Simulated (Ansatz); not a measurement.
# EuAgSeF: which shell does photoemission see at 21.2 and 150 eV? (PBEsol)

The valence band of EuAgSeF mixes several shells. Work out by hand which one leads the spectrum's area at each photon energy.

Filled states come from the projected DOS of Ansatz 0.2.0 (PBEsol, plane waves); cross sections σ and asymmetry parameters β are those of free atoms in a Dirac–Hartree–Slater calculation. A shell's area is states × σ × angular factor, which is 1 + β·P₂(cos θ) for linear light, with θ = 0° from the polarisation and P₂ = 1.000.

**At 21.2 eV** (states counted from 11.2 eV below the zero; other shells add 0.19 to the products' sum of 126):

| shell | filled states a cell | cross section (Mb an electron) | β | angular factor | product | share by hand (%) | share in the simulated spectrum (%) |
| --- | --- | --- | --- | --- | --- | --- | --- |
| Eu 5d | 1.90 | 2.63 | 0.67 | 1.67 | 8.32 | 7 | 7 |
| Eu 4f | 13.87 | 0.206 | 1.53 | 2.54 | 7.23 | 6 | 6 |
| Ag 4d | 19.64 | 1.87 | -0.30 | 0.70 | 25.8 | 20 | 20 |
| Se 4p | 9.33 | 2.04 | 1.83 | 2.83 | 53.9 | 43 | 43 |
| F 2p | 10.96 | 2.03 | 0.40 | 1.40 | 31 | 25 | 25 |

**At 150 eV** (states counted from 27.0 eV below the zero; other shells add 2.7 to the products' sum of 20.2):

```
shell  filled states a cell  cross section (Mb an electron)      β  angular factor  product  share by hand (%)  share in the simulated spectrum (%)
Eu 5d                  2.48                         0.00403  -0.46            0.54   0.0054                  0                                    0
Eu 4f                 13.89                           0.615   0.44            1.44     12.3                 61                                   61
Ag 4d                 19.73                          0.0378  -0.42            0.58    0.435                  2                                    2
Se 4p                  9.39                          0.0213   0.98            1.98    0.396                  2                                    2
 F 2p                 11.09                           0.157   1.49            2.49     4.33                 21                                   22
```

Se 4p leads at 21.2 eV and Eu 4f at 150 eV. Between the two energies σ of Se 4p changes by a factor 0.010 and that of Eu 4f by 3.0, so their ratio moves 287-fold in favour of the second. The simulated spectrum uses the same rule on the energy-resolved DOS, so the two share columns agree within a few points.

The angular factor decides the lead at one of the energies. Only crystals where the two columns agree within 4 points and the lead is clear are worked in this form. Free-atom cross sections ignore the solid's final states, no escape depth or background enters, and the count of states a shell hangs on the projection.

[Logs are printed without paths, hosts, clocks, repeated set-up lines and the standing remarks that a program may print on its own settings, such as how far it seeks lower states.]
